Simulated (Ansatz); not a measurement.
# (ZnO)2(SiC)2 [0001] superlattice, started as wurtzite: phonons and vibrational spectra

Aim: the vibrations of (ZnO)2(SiC)2 [0001] superlattice, started as wurtzite, their spectra, and whether the structure is stable.

Method: DFT PBEsol, scalar-relativistic, plane waves, PAW, in Ansatz 0.2.0.

This is a report of a sequence of runs, with most program output left out.

The structure was built from a prototype and need not be the compound's stable phase.

## 1. The structure

It takes space group P3m1 (No. 156, trigonal). Conventional cell: a = 3.165 Å, b = 3.165 Å, c = 10.260 Å, α = 90.00°, β = 90.00°, γ = 120.00°. C has 4 Si at 1.92 to 1.94 Å nearest. C has 1 Si at 1.92 Å and 3 Zn at 1.94 Å nearest. Nearest to O lie 4 Zn at 1.92 to 1.94 Å. Nearest to O lie 1 Zn at 1.92 Å and 3 Si at 1.94 Å. Si has 1 C at 1.92 Å and 3 O at 1.94 Å nearest. Nearest to Si lie 4 C at 1.92 to 1.94 Å. Farther neighbours and most contacts between anions are not listed.

## 2. Rough relaxation

The start is far from rest, so a relaxation with loose tolerances brings it close first.

Contents of input.yaml:

```yaml
crystal:
  lattice:
    - [3.165, 0.0, 0.0]
    - [-1.5825, 2.74097, 0.0]
    - [0.0, 0.0, 10.26]
  atoms:
    - { symbol: C, position: [0.333333, 0.666667, 0.6875] }
    - { symbol: C, position: [0.666667, 0.333333, 0.9375] }
    - { symbol: O, position: [0.333333, 0.666667, 0.1875] }
    - { symbol: O, position: [0.666667, 0.333333, 0.4375] }
    - { symbol: Si, position: [0.333333, 0.666667, 0.5] }
    - { symbol: Si, position: [0.666667, 0.333333, 0.75] }
    - { symbol: Zn, position: [0.333333, 0.666667, 0.0] }
    - { symbol: Zn, position: [0.666667, 0.333333, 0.25] }
kpoints:
  mp_grid: { grid: [9, 9, 2] }
hamiltonian:
  xc: pbesol
scf:
  occupations: { method: gaussian, width: 0.1 }
output:
  forces: true
  stress: true
  eigenvalues: true
relax:
  adjacent_minimum: "off"
  f_tol: 0.05
  max_steps: 80
  cell: { stress_tol: 0.5 }
```

The run is started by

```bash
$ ansatz run input.yaml --threads 8 --pin off --max-ram 14336MiB --backend cpu --events-out ev --progress --plain --runs-dir out
```

The job ended after 19 s (8 threads of Arm Neoverse N1, shared host; peak memory 0.51 GiB).

Step by step:

```csv
step,energy less that of the first step (eV),largest force component (eV/Å),pressure (GPa),volume (Å³)
1,0.0000,2.2548,3.90,89.01
2,-0.2924,1.3465,1.70,90.05
3,-0.4770,0.5819,0.74,91.00
4,-0.5098,0.4724,0.67,91.28
5,-0.5404,0.1868,0.16,92.04
6,-0.5433,0.1178,0.11,92.36
7,-0.5433,0.0205,-0.03,92.44
8*,-0.5555,0.0202,0.14,92.44
```

Relaxation steps marked * repeat the geometry before them on a plane-wave basis chosen anew for their cell, so energy and pressure can jump there.

The run keeps the 6 symmetry operations that it works with, so distortions that break them were not tested.

```
conventional cell, symmetrised  before   after  change
                         a (Å)   3.165   3.190  +0.8 %
                         b (Å)   3.165   3.190  +0.8 %
                         c (Å)  10.260  10.490  +2.2 %
              volume (Å³/atom)   11.13   11.56  +3.9 %
```

The atoms that moved most (Å, as changes of fractional coordinates times the final cell):

```csv
atom,dx,dy,dz,length
O4,0.000,0.000,0.209,0.209
Zn8,0.000,0.000,-0.166,0.166
C2,0.000,0.000,-0.127,0.127
Si5,0.000,0.000,0.118,0.118
Zn7,0.000,0.000,-0.116,0.116
O3,0.000,0.000,0.090,0.090
C1,0.000,0.000,-0.024,0.024
Si6,0.000,0.000,0.016,0.016
```

Numbers from this step:

```
pressure          : 0.1405 GPa
volume per atom   : 11.56 Å³
gap on the k-mesh : 0 eV
```

In this step the volume went from 11.13 to 11.56 Å³/atom.

## 3. Relaxation

Harmonic phonons are second derivatives at a point where the forces vanish, and they are wanted at zero stress, so atoms and cell are relaxed first.

Contents of input.yaml:

```yaml
crystal:
  lattice:
    - [3.1899380178, 0.0, 0.0]
    - [-1.5949690089, 2.7625673599, 0.0]
    - [0.0, 0.0, 10.4898364007]
  atoms:
    - { symbol: C, position: [0.3333333333, 0.6666666667, 0.6852032511] }
    - { symbol: C, position: [0.6666666667, 0.3333333333, 0.9253948534] }
    - { symbol: O, position: [0.3333333333, 0.6666666667, 0.1960532929] }
    - { symbol: O, position: [0.6666666667, 0.3333333333, 0.4574539121] }
    - { symbol: Si, position: [0.3333333333, 0.6666666667, 0.5112469407] }
    - { symbol: Si, position: [0.6666666667, 0.3333333333, 0.7515588014] }
    - { symbol: Zn, position: [0.3333333333, 0.6666666667, -0.0110468667] }
    - { symbol: Zn, position: [0.6666666667, 0.3333333333, 0.234135815] }
kpoints:
  mp_grid: { grid: [12, 12, 4] }
hamiltonian:
  xc: pbesol
scf:
  occupations: { method: gaussian, width: 0.1 }
output:
  forces: true
  stress: true
  eigenvalues: true
  write_density: true
  write_potential: true
  elf: true
  volumetric_format: npy
relax:
  adjacent_minimum: "off"
  f_tol: 0.005
  max_steps: 80
  cell: { stress_tol: 0.05 }
```

Elapsed: 49 s, on 8 threads; peak memory 0.62 GiB.

Step by step:

| step | energy less that of the first step (eV) | largest force component (eV/Å) | pressure (GPa) | volume (Å³) |
| --- | --- | --- | --- | --- |
| 1 | 0.0000 | 0.1353 | 0.13 | 92.44 |
| 2 | -0.0009 | 0.0879 | 0.07 | 92.47 |
| 3 | -0.0029 | 0.0530 | 0.07 | 92.37 |
| 4 | -0.0031 | 0.0698 | -0.09 | 92.36 |
| 5 | -0.0034 | 0.0458 | -0.05 | 92.35 |
| 6 | -0.0036 | 0.0129 | 0.00 | 92.30 |
| 7 | -0.0036 | 0.0014 | 0.01 | 92.31 |
| 8* | -0.0033 | 0.0015 | 0.01 | 92.31 |

Relaxation steps marked * repeat the geometry before them on a plane-wave basis chosen anew for their cell, so energy and pressure can jump there.

The run keeps the 6 symmetry operations that it works with, so distortions that break them were not tested.

| conventional cell, symmetrised | before | after | change |
| --- | --- | --- | --- |
| a (Å) | 3.190 | 3.184 | -0.2 % |
| b (Å) | 3.190 | 3.184 | -0.2 % |
| c (Å) | 10.490 | 10.518 | +0.3 % |
| volume (Å³/atom) | 11.56 | 11.54 | -0.1 % |

The atoms that moved most (Å, as changes of fractional coordinates times the final cell):

```csv
atom,dx,dy,dz,length
Zn8,0.000,0.000,0.036,0.036
O3,0.000,0.000,-0.020,0.020
Zn7,0.000,0.000,0.014,0.014
Si6,0.000,0.000,-0.010,0.010
C2,0.000,0.000,-0.010,0.010
Si5,0.000,0.000,-0.006,0.006
C1,0.000,0.000,-0.005,0.005
```

Numbers from this step:

| Quantity | Value |
| --- | --- |
| pressure | 0.009230 GPa |
| volume per atom | 11.54 Å³ |

ELF in the ac plane at fractional y = 0.333, with atoms of C and O and Si and Zn within 0.2 Å of it. It is the smooth field of the valence electrons, not physical close to the nuclei.

Ten even steps from '0' (0.00) to '9' (0.91), each cell a mean:
```
3222235788777886
5322246874113787
4211246787667876
3100125789999985
3211124566776654
6554566432332246
8777788753222478
7766777764223567
5555554332212234
3455432100000012
2344432223443222
4444444678888764
4444445787557886
3233334788778875
1111112467887642
0000000111111110
1111111111111111
1233221100000011
2455432100000011
3456532111111111
2333321111111111
0111110000000000
1111111223333221
2222223567777753
```
Columns run along a (3.2 Å), rows up along c (10.5 Å). Atoms in or near the plane, at fractional coordinates: C at (0.67, 0.92), O at (0.67, 0.46), Si at (0.67, 0.75), Zn at (0.67, 0.24).

Valence density in the ac plane at fractional y = 0.333, with atoms of C and O and Si and Zn within 0.2 Å of it. It is the smooth field of the valence electrons, not physical close to the nuclei.

Ten steps, logarithmic in the rise over the least value, from '0' (0 e/Å³) to '9' (26 e/Å³), each cell a mean:
```
1111112233333322
1111112234444332
1000011233444321
0000001123333221
0000001112222111
1111111110000111
1111112211001112
1111111111111111
1111111100000001
0111100000000000
1111110111111110
1111111234454321
1111112346776532
1000011245666432
0000000122333210
0000000001111100
0000000123443210
1110111247998532
1111112357998532
1111111123444221
0001000000111000
0000000000000000
0000000000000000
1111111111221111
```
Columns run along a (3.2 Å), rows up along c (10.5 Å). Atoms in or near the plane, at fractional coordinates: C at (0.67, 0.92), O at (0.67, 0.46), Si at (0.67, 0.75), Zn at (0.67, 0.24).

Electrostatic potential energy in the ac plane at fractional y = 0.333, with atoms of C and O and Si and Zn within 0.2 Å of it. With pseudopotentials it is smooth inside the atoms' cores, unlike the true potential.

Ten even steps from '0' (-48 eV) to '9' (12 eV), each cell a mean:
```
9888889875334789
9999999840000379
9999999863223689
9999999987777899
9999998753223578
8999987520000147
8999988631000257
9999999876555788
9999999999889999
9999999999999999
8888888999999999
8777788876555788
8888888742001368
9999999853212489
9999999998878999
9999999999888999
9999999865555678
9999998543222357
9999998542212357
9999999865445678
9999999999888999
9999999999999999
9999999999999999
9888889999999999
```
Columns run along a (3.2 Å; values clipped at the 3rd and 97th percentile), rows up along c (10.5 Å). Atoms in or near the plane, at fractional coordinates: C at (0.67, 0.92), O at (0.67, 0.46), Si at (0.67, 0.75), Zn at (0.67, 0.24).

In this step the volume went from 11.56 to 11.54 Å³/atom.

## 4. Relaxing to small forces for the phonons

Phonons need a cell at rest on their own settings, so the relaxation is repeated with tight tolerances on forces and stress on the k mesh and occupations of the first response run.

Contents of input.yaml:

```yaml
crystal:
  lattice:
    - [3.1835187435, 0.0, 0.0]
    - [-1.5917593718, 2.7570081053, 0.0]
    - [0.0, 0.0, 10.517785716]
  atoms:
    - { symbol: C, position: [0.3333333333, 0.6666666667, 0.6847112775] }
    - { symbol: C, position: [0.6666666667, 0.3333333333, 0.9244664041] }
    - { symbol: O, position: [0.3333333333, 0.6666666667, 0.1941195654] }
    - { symbol: O, position: [0.6666666667, 0.3333333333, 0.4575608325] }
    - { symbol: Si, position: [0.3333333333, 0.6666666667, 0.5106671131] }
    - { symbol: Si, position: [0.6666666667, 0.3333333333, 0.7505621615] }
    - { symbol: Zn, position: [0.3333333333, 0.6666666667, -0.0096792924] }
    - { symbol: Zn, position: [0.6666666667, 0.3333333333, 0.2375919383] }
kpoints:
  mp_grid: { grid: [12, 12, 4] }
hamiltonian:
  xc: pbesol
scf:
  occupations: { method: methfessel_paxton, width: 0.2 }
output:
  forces: true
  stress: true
  eigenvalues: true
relax:
  adjacent_minimum: "off"
  f_tol: 0.001
  max_steps: 60
  cell: { stress_tol: 0.01 }
```

Run time: 34 s. Hardware: 8 threads; peak memory 0.6 GiB.

Little changed from the start: no atom moved by 0.005 Å and no cell edge by 0.1 %.

This step gave:

* pressure: 3.95e-4 GPa

The largest force component left is 0.97 meV/Å and the pressure is 0.000 GPa, within the tolerances set. The cell now holds 11.54 Å³/atom.

## 5. Zone-centre response

The zone centre is the only wavevector solved here; it holds the modes that light can see, as far as symmetry allows. No field response is asked, since the mesh shows no gap.

Contents of input.yaml:

```yaml
crystal:
  lattice:
    - [3.1834761031, 0.0, 0.0]
    - [-1.5917380516, 2.7569711776, 0.0]
    - [0.0, 0.0, 10.5192966978]
  atoms:
    - { symbol: C, position: [0.3333333333, 0.6666666667, 0.6847313817] }
    - { symbol: C, position: [0.6666666667, 0.3333333333, 0.924444723] }
    - { symbol: O, position: [0.3333333333, 0.6666666667, 0.1941217203] }
    - { symbol: O, position: [0.6666666667, 0.3333333333, 0.4575745324] }
    - { symbol: Si, position: [0.3333333333, 0.6666666667, 0.5107254654] }
    - { symbol: Si, position: [0.6666666667, 0.3333333333, 0.7505912883] }
    - { symbol: Zn, position: [0.3333333333, 0.6666666667, -0.0097151279] }
    - { symbol: Zn, position: [0.6666666667, 0.3333333333, 0.2375260168] }
kpoints:
  mp_grid: { grid: [12, 12, 4] }
hamiltonian:
  xc: pbesol
scf:
  occupations: { method: methfessel_paxton, width: 0.2 }
output:
  eigenvalues: true
phonons:
  method: dfpt
```

The job ended after 3.8 min (8 threads; peak memory 2.1 GiB).

Numbers from this step:

```
sum-rule residual before enforcement                    : 5.73e-5 eV/Å²
point group                                             : 3m
highest optical mode at the zone centre (no LO-TO term) : 825.5 cm⁻¹
lowest optical zone-centre mode                         : 62.88 cm⁻¹
```

Patterns of degenerate modes are one choice out of their space. Modes at Γ, with each element's share of the kinetic energy:

```csv
mode,frequency (cm⁻¹),symmetry,C %,O %,Si %,Zn %
1,0.0,acoustic,10,13,23,54
2,0.0,acoustic,10,13,23,54
3,0.0,acoustic,10,13,23,54
4,62.9,E,4,16,28,52
5,62.9,E,4,16,28,52
6,101.5,E,8,7,28,57
7,101.5,E,8,7,28,57
8,119.8,A1,9,6,22,63
9,190.0,E,17,0,77,6
10,190.0,E,17,0,77,6
11,198.1,A1,2,12,9,77
12,210.7,E,1,82,16,0
13,210.7,E,1,82,16,0
14,298.6,A1,2,89,8,1
15,363.8,A1,9,56,31,4
16,501.3,A1,15,22,62,0
17,515.3,E,2,80,0,18
18,515.3,E,2,80,0,18
19,548.1,E,86,2,0,12
20,548.1,E,86,2,0,12
21,615.5,E,72,0,28,0
22,615.5,E,72,0,28,0
23,812.7,A1,76,0,24,0
24,825.5,A1,79,0,21,0
```

Displacements in mode 5 (62.9 cm⁻¹), the largest set to 1:
```
C1  -0.65  0.03  0.00
C2  -0.25  0.01  0.00
O3   0.95 -0.04  0.00
O4  -0.63  0.03  0.00
Si5 -0.95  0.04  0.00
Si6 -0.62  0.03  0.00
Zn7 -0.24  0.01  0.00
Zn8  1.00 -0.04  0.00
```

Displacements in mode 24 (825.5 cm⁻¹), the largest set to 1:
```
C1   0.00  0.00 -0.63
C2   0.00  0.00  1.00
O3   0.00  0.00 -0.05
O4   0.00  0.00 -0.06
Si5  0.00  0.00  0.25
Si6  0.00  0.00 -0.31
Zn7  0.00  0.00 -0.02
Zn8  0.00  0.00  0.01
```

Before it was imposed, the acoustic sum rule was missed by 5.7e-5 eV/Å². Small misses are needed for a sound result but don't prove that mesh and cutoff are converged. The lowest optical mode is real, 62.9 cm⁻¹.

## 6. Isotope substitution, element C, natural mass 12.011 amu

An isotope changes the mass and not the force constants, so no new electronic calculation is needed; the shifts show which modes move this element.

The same force constants with the mass of C changed from 12.011 to 13.003 u (phonopy, no LO-TO term). Both lists are sorted by frequency; levels can cross, so a row need not hold one and the same mode. Modes under 3 cm⁻¹ are left out. Isotope shifts, by row:

```
    q  rank  natural mass (cm⁻¹)  changed mass (cm⁻¹)
0 0 0     4                62.88                62.77
0 0 0     5                62.88                62.77
0 0 0     6                101.5                101.2
0 0 0     7                101.5                101.2
0 0 0     8                119.8                119.4
0 0 0     9                  190                188.7
0 0 0    10                  190                188.7
0 0 0    11                198.1                  198
0 0 0    12                210.7                210.6
0 0 0    13                210.7                210.6
0 0 0    14                298.6                298.4
0 0 0    15                363.8                362.6
0 0 0    16                501.3                498.1
0 0 0    17                515.3                514.4
0 0 0    18                515.3                514.4
0 0 0    19                548.1                530.3
0 0 0    20                548.1                530.3
0 0 0    21                615.5                598.4
0 0 0    22                615.5                598.4
0 0 0    23                812.7                788.2
0 0 0    24                825.5                801.1
```

A mode of this element alone would shift by -3.89 %. The highest zone-centre frequency without the field goes from 825.5 to 801.1 cm⁻¹ (-2.9 %). The product of the frequency ratios over all optical modes at Γ is 0.798; the product rule, (m/m′)^(3k/2) (M′/M)^(3/2) with k = 2 such atoms and M the mass of the cell, gives 0.798.

## 7. Another isotope, element O, natural mass 15.999 amu

The same for O, from 16.00 to 18.00 u.

A mode of this element alone would shift by -5.72 %. The highest zone-centre frequency without the field goes from 825.5 to 825.3 cm⁻¹ (-0.0 %). The product of the frequency ratios over all optical modes at Γ is 0.720; the product rule, (m/m′)^(3k/2) (M′/M)^(3/2) with k = 2 such atoms and M the mass of the cell, gives 0.720.

## 8. Another isotope, element Si, natural mass 28.085 amu

The same for Si, from 28.09 to 29.97 u.

The same force constants with the mass of Si changed from 28.085 to 29.974 u (phonopy, no LO-TO term). Both lists are sorted by frequency; levels can cross, so a row need not hold one and the same mode. Modes under 3 cm⁻¹ are left out. Isotope shifts, by row:

```csv
q,rank,natural mass (cm⁻¹),changed mass (cm⁻¹)
0 0 0,4,62.88,62.31
0 0 0,5,62.88,62.31
0 0 0,6,101.5,100.6
0 0 0,7,101.5,100.6
0 0 0,8,119.8,118.9
0 0 0,9,190,185.3
0 0 0,10,190,185.3
0 0 0,11,198.1,197.5
0 0 0,12,210.7,209.7
0 0 0,13,210.7,209.7
0 0 0,14,298.6,297.8
0 0 0,15,363.8,360.1
0 0 0,16,501.3,491.3
0 0 0,17,515.3,515.3
0 0 0,18,515.3,515.3
0 0 0,19,548.1,548.1
0 0 0,20,548.1,548.1
0 0 0,21,615.5,610.2
0 0 0,22,615.5,610.2
0 0 0,23,812.7,806.2
0 0 0,24,825.5,820.6
```

A mode of this element alone would shift by -3.20 %. The highest zone-centre frequency without the field goes from 825.5 to 820.6 cm⁻¹ (-0.6 %). The product of the frequency ratios over all optical modes at Γ is 0.842; the product rule, (m/m′)^(3k/2) (M′/M)^(3/2) with k = 2 such atoms and M the mass of the cell, gives 0.842.

## 9. Isotope substitution, element Zn, natural mass 65.38 amu

The same for Zn, from 65.38 to 67.92 u.

The same force constants with the mass of Zn changed from 65.380 to 67.925 u (phonopy, no LO-TO term). Both lists are sorted by frequency; levels can cross, so a row need not hold one and the same mode. Modes under 3 cm⁻¹ are left out. Isotope shifts, by row:

```csv
q,rank,natural mass (cm⁻¹),changed mass (cm⁻¹)
0 0 0,4,62.88,62.25
0 0 0,5,62.88,62.25
0 0 0,6,101.5,100.4
0 0 0,7,101.5,100.4
0 0 0,8,119.8,118.4
0 0 0,9,190,189.8
0 0 0,10,190,189.8
0 0 0,11,198.1,195.2
0 0 0,12,210.7,210.7
0 0 0,13,210.7,210.7
0 0 0,14,298.6,298.5
0 0 0,15,363.8,363.5
0 0 0,16,501.3,501.3
0 0 0,17,515.3,513.5
0 0 0,18,515.3,513.5
0 0 0,19,548.1,546.9
0 0 0,20,548.1,546.9
0 0 0,21,615.5,615.5
0 0 0,22,615.5,615.5
0 0 0,23,812.7,812.6
0 0 0,24,825.5,825.4
```

A mode of this element alone would shift by -1.89 %. The highest zone-centre frequency without the field goes from 825.5 to 825.4 cm⁻¹ (-0.0 %). The product of the frequency ratios over all optical modes at Γ is 0.920; the product rule, (m/m′)^(3k/2) (M′/M)^(3/2) with k = 2 such atoms and M the mass of the cell, gives 0.920.

## 10. Summary of results

| Quantity | Value |
| --- | --- |
| space group after relaxation (within 0.01 Å) | P3m1 |
| volume per atom | 11.5 Å³ |
| electronic character | no gap on this mesh |
| highest optical mode at the zone centre (no LO-TO term) | 825 cm⁻¹ |
| lowest optical zone-centre mode | 62.9 cm⁻¹ |
| imaginary modes at Γ (the only wavevector solved) | none |

What this shows: The structure is stable against zone-centre distortions, since no mode there is imaginary; other wavevectors were not solved, so zone-boundary instabilities are untested. The optical modes at Γ span 63 to 825 cm⁻¹. No dispersion was computed. The highest mode in this list at Γ, 825.5 cm⁻¹, is mostly motion of C (79 % of the kinetic energy). With no gap, or one that is small against the smearing, the frequencies hang on the k mesh and the smearing, most of all near Kohn anomalies. The starting cell was built on a prototype and not taken from a measurement, so the phase need not exist. These are harmonic frequencies at zero temperature: anharmonic shifts, linewidths and thermal expansion are left out.

[Logs are printed without paths, hosts, clocks, repeated set-up lines and the standing remarks that a program may print on its own settings, such as how far it seeks lower states.]

[Hosts, paths, dates, database ids (printed as entryN), source tags and the programs' standing remarks are cut or masked in the printed files.]
